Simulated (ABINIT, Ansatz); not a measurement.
# PbO (Massicot): one start, several treatments of the self-energy

How much does the gap of PbO (Massicot) depend on the approximation to the self-energy?

Program: ABINIT 10.8.3. Level of theory: LDA and many-body steps on it, plane waves. Results are calculated unless marked as measured.

**What was measured.**

- Gap 2.5 eV: literature experimental band gap; bulk crystal (literature value for beta-PbO) (quoted in “X-ray spectroscopic study of amorphous and polycrystalline PbO films, α-PbO, and β-PbO for direct conversion imaging”, 2017, pmc:5640621).

This is a report of a sequence of runs, with most program output left out.

### Step 1. Starting point

It takes space group Pbcm (No. 57, orthorhombic). Conventional cell: a = 5.893 Å, b = 5.490 Å, c = 4.753 Å, α = 90.00°, β = 90.00°, γ = 90.00°. Pb has 4 O at 2.22 to 2.48 Å nearest. Nearest to O lie 4 Pb at 2.22 to 2.48 Å. Farther neighbours and most contacts between anions are not listed.

The cell and positions come from the Crystallography Open Database and are kept as given unless a step says otherwise. Spin-orbit coupling is left out unless a step names it.

### Step 2. Empty states on the mesh, 2×2×4 mesh, 445 bands

This step: ABINIT 10.8.3; DFT, LDA, plane waves, norm-conserving pseudopotentials.

The sums over transitions need many empty states on a uniform mesh; this step solves for them.

The input, run.abi:

```
acell 3*1.0 Angstrom
rprim 
  5.893100000000 0.000000000000 0.000000000000
  0.000000000000 5.490400000000 0.000000000000
  0.000000000000 0.000000000000 4.752800000000
ntypat 2
znucl 82 8
natom 8
typat 1 1 1 1 2 2 2 2
xred 
  0.229700000000 0.988400000000 0.250000000000
  0.770300000000 0.011600000000 0.750000000000
  0.229700000000 0.511600000000 0.750000000000
  0.770300000000 0.488400000000 0.250000000000
  0.865300000000 0.091700000000 0.250000000000
  0.134700000000 0.908300000000 0.750000000000
  0.865300000000 0.408300000000 0.750000000000
  0.134700000000 0.591700000000 0.250000000000
pp_dirpath "pseudos"
pseudos "Pb.upf, O.upf"
ecut 42
ngkpt 2 2 4
nshiftk 1
shiftk 0 0 0
kptopt 1
chksymbreak 0
iscf -2
irdden 1
istwfk *1
nband 445
nbdbuf 40
tolwfr 1e-09
nstep 60
prtvol 0
indata_prefix "in"
outdata_prefix "out"
tmpdata_prefix "tmp"
```

Started as:

```bash
OMP_NUM_THREADS=1 mpirun -n 12 abinit run.abi > log
```

Run time: 6.1 min. Hardware: 12 MPI ranks of Arm Neoverse V2, shared host; peak memory 2.5 GiB.

This step gave:

- gap: 2.361 eV
- k of the valence top: 0.5, 0, 0
- k of the conduction bottom: 0.5, 0.5, 0.25
- least direct gap: 2.745 eV
- k points computed: 12
- lowest point of the top converged band, above the valence top: 90.7081 eV

On this mesh the gap is 2.361 eV.

The density comes from a self-consistent run that is not shown.

### Step 3. Screening, 2×2×4 mesh, 198 bands, screening to 114.3 eV

The RPA dielectric matrix is built and inverted for each q.

This step: RPA screening on LDA, plane waves, norm-conserving pseudopotentials.

Changes to run.abi since step 2:

```diff
@@ -26,10 +26,11 @@
 chksymbreak 0
-iscf -2
-irdden 1
 istwfk *1
-nband 445
-nbdbuf 40
-tolwfr 1e-09
-nstep 60
-prtvol 0
+occopt 1
+irdwfk 1
+optdriver 3
+nband 198
+ecuteps 4.2
+inclvkb 2
+awtr 1
+symchi 1
 indata_prefix "in"
```

Started as:

```bash
OMP_NUM_THREADS=1 mpirun -n 16 abinit run.abi > log
```

It took 2.9 min on 16 MPI ranks; peak memory 18 GiB; 47 min of CPU time.

Numbers from this step:

```
ε∞ with local fields, on this mesh, along the program's q direction : 6.699
the same without local fields                                       : 7.537
plasma frequency                                                    : 31.69 eV
plane waves in the screening matrix                                 : 423
```

Local fields lower ε∞ by 11 %. On a Γ-centred mesh this coarse the value itself is usually too large, while a short band sum pulls it down.

### Step 4. G0W0, Godby-Needs plasmon pole

The self-energy is evaluated for the states that the input lists, and the levels follow from it, in one-shot runs by the linearised quasiparticle equation.

This step: G0W0 on LDA, plane waves, norm-conserving pseudopotentials.

Changes to run.abi since step 3:

```diff
@@ -29,8 +29,19 @@
 irdwfk 1
-optdriver 3
+optdriver 4
 nband 198
+gwcalctyp 0
+ecutsigx 42
+symsigma 1
+nkptgw 3
+kptgw 
+  0.5000000000 0.0000000000 0.0000000000
+  0.5000000000 0.5000000000 0.2500000000
+  0.0000000000 0.0000000000 0.0000000000
+bdgw 
+  55 58
+  55 58
+  55 58
 ecuteps 4.2
-inclvkb 2
-awtr 1
-symchi 1
+irdscr 1
+ppmodel 1
 indata_prefix "in"
```

Elapsed: 21 s, on 16 MPI ranks; peak memory 6.8 GiB; 5.6 min of CPU time.

Numbers from this step:

```
G0W0 gap on the points computed              : 3.014 eV
starting gap on the mesh                     : 2.361 eV
k of the valence top                         : 0, 0, 0
k of the conduction bottom                   : 0.5, 0.5, 0.25
Z at the valence top                         : 0.783
Z at the conduction bottom                   : 0.832
least direct G0W0 gap on the computed points : 3.448 eV
```

The gap on the mesh goes from 2.36 eV to 3.01 eV, a correction of +0.65 eV.

### Step 5. G0W0, Hybertsen-Louie plasmon pole

Changes to run.abi since step 4:

```diff
@@ -45,3 +45,3 @@
 irdscr 1
-ppmodel 1
+ppmodel 2
 indata_prefix "in"
```

Elapsed: 21 s, on 16 MPI ranks; peak memory 7.4 GiB.

Numbers from this step:

- G0W0 gap on the points computed: 3.079 eV
- starting gap on the mesh: 2.361 eV
- k of the valence top: 0, 0, 0
- k of the conduction bottom: 0.5, 0.5, 0.25
- Z at the valence top: 0.851
- Z at the conduction bottom: 0.881
- least direct G0W0 gap on the computed points: 3.520 eV

Against G0W0 in ABINIT (2×2×4 mesh, 198 bands, screening to 114.3 eV, Godby-Needs plasmon pole), the gap moves by +0.065 eV.

### Step 6. G0W0, Engel-Farid plasmon pole

Changes to run.abi since step 5:

```diff
@@ -45,3 +45,3 @@
 irdscr 1
-ppmodel 2
+ppmodel 4
 indata_prefix "in"
```

Elapsed: 16 s, on 16 MPI ranks; peak memory 6.4 GiB; 4.2 min of CPU time.

Numbers from this step:

```yaml
g0w0_gap_on_the_points_computed: 3.008 eV
starting_gap_on_the_mesh: 2.361 eV
k_of_the_valence_top: 0, 0, 0
k_of_the_conduction_bottom: 0.5, 0.5, 0.25
least_direct_g0w0_gap_on_the_computed_points: 3.456 eV
```

Against G0W0 in ABINIT (2×2×4 mesh, 198 bands, screening to 114.3 eV, Godby-Needs plasmon pole), the gap moves by −0.006 eV.

### Step 7. One-shot Hartree-Fock

This step: one-shot Hartree-Fock on LDA, plane waves, norm-conserving pseudopotentials.

Changes to run.abi since step 6:

```diff
@@ -30,4 +30,4 @@
 optdriver 4
-nband 198
-gwcalctyp 0
+nband 60
+gwcalctyp 5
 ecutsigx 42
@@ -43,5 +43,4 @@
   55 58
-ecuteps 4.2
-irdscr 1
-ppmodel 4
+ixc_sigma 40
+fftgw 31
 indata_prefix "in"
```

The job ended after 5.2 s (16 MPI ranks; peak memory 5.2 GiB).

Numbers from this step:

- quasiparticle gap on the points computed: 9.315 eV
- starting gap on the mesh: 2.361 eV
- k of the valence top: 0, 0, 0
- k of the conduction bottom: 0.5, 0.5, 0.25
- least direct quasiparticle gap on the computed points: 9.698 eV

Against G0W0 in ABINIT (2×2×4 mesh, 198 bands, screening to 114.3 eV, Godby-Needs plasmon pole), the gap moves by +6.301 eV.

### Step 8. The runs together

Times are wall times on 16 MPI ranks of Arm Neoverse V2, shared host, good to a factor of about two. A run's time includes the screening step that it read.

| run | mesh | bands | screening cutoff (eV) | DFT gap (eV) | gap on the mesh (eV) | direct (eV) | ε∞ used | time |
| --- | --- | --- | --- | --- | --- | --- | --- | --- |
| G0W0, Godby-Needs plasmon pole | 2×2×4 | 198 | 114.3 | 2.361 | 3.014 | 3.448 | 6.70 | 3.3 min |
| G0W0, Hybertsen-Louie plasmon pole | 2×2×4 | 198 | 114.3 | 2.361 | 3.079 | 3.520 | 6.70 | 3.3 min |
| G0W0, Engel-Farid plasmon pole | 2×2×4 | 198 | 114.3 | 2.361 | 3.008 | 3.456 | 6.70 | 3.2 min |
| one-shot Hartree-Fock | 2×2×4 | - | - | 2.361 | 9.315 | 9.698 | - | 5.2 s |

### Step 9. Outcome

```json
{
 "G0W0, Godby-Needs plasmon pole": "3.014 eV",
 "G0W0, Hybertsen-Louie plasmon pole": "3.079 eV",
 "G0W0, Engel-Farid plasmon pole": "3.008 eV",
 "one-shot Hartree-Fock": "9.315 eV",
 "known limits": "not at the basis limit; no spin-orbit coupling; coarse k mesh"
}
```

**Reading.** G0W0, Hybertsen-Louie plasmon pole: +0.065 eV against G0W0, Godby-Needs plasmon pole. G0W0, Engel-Farid plasmon pole: −0.006 eV against G0W0, Godby-Needs plasmon pole. One-shot Hartree-Fock: +6.301 eV against G0W0, Godby-Needs plasmon pole. Bare exchange alone opens the gap to 9.32 eV; against G0W0, correlation takes back 6.30 eV. Against experiment, by G0W0, Godby-Needs plasmon pole: the gap of 3.01 eV lies +0.51 eV from the measured 2.5 eV (kind not stated, quoted 2017). These are gaps on the mesh, at modest bands and cutoff. The calculation has static nuclei and no excitons; a measured gap holds zero-point and thermal motion, which mostly lowers it. With atoms this heavy the missing spin-orbit coupling can matter too. Bands and cutoff are finite, so the gap is not at the basis limit. The miss can reach some tenths of an eV and take either sign; the mesh is an error of its own. In the G0W0 runs levels were corrected at 3 k points alone, so a gap called «on the mesh» is the least over those, and an edge elsewhere would be missed. A denser mesh or path gives a starting gap of 2.08 eV: the GW mesh misses a band edge, so its gaps are not the fundamental one. The 2×2×4 mesh is coarse for this cell, which bears on the long-range parts of exchange and screening. Where an edge is built on 6p states of lead, bismuth or thallium, scalar-relativistic gaps usually stand too wide, by a few tenths to over one eV.

[Paths, hosts, dates, memory and timing lines, banners, echoed tables and standing remarks are left out of the program output.]

[Logs are printed without paths, hosts, clocks, repeated set-up lines and the standing remarks that a program may print on its own settings, such as how far it seeks lower states.]

[Runs of the session that timed out or met a known fault of the program may be left out.]

[Hosts, paths, dates, database ids (printed as entryN), source tags and the programs' standing remarks are cut or masked in the printed files.]

[G0W0 gaps are taken among the corrected bands and points alone; a level outside them can change the order at an edge.]

[Where Ansatz stands beside ABINIT at settings called matched, ABINIT's density can come from a denser mesh and the files from another edition; pairs whose starting gaps differed by over 0.03 eV were left out, so agreement reads better than it is.]
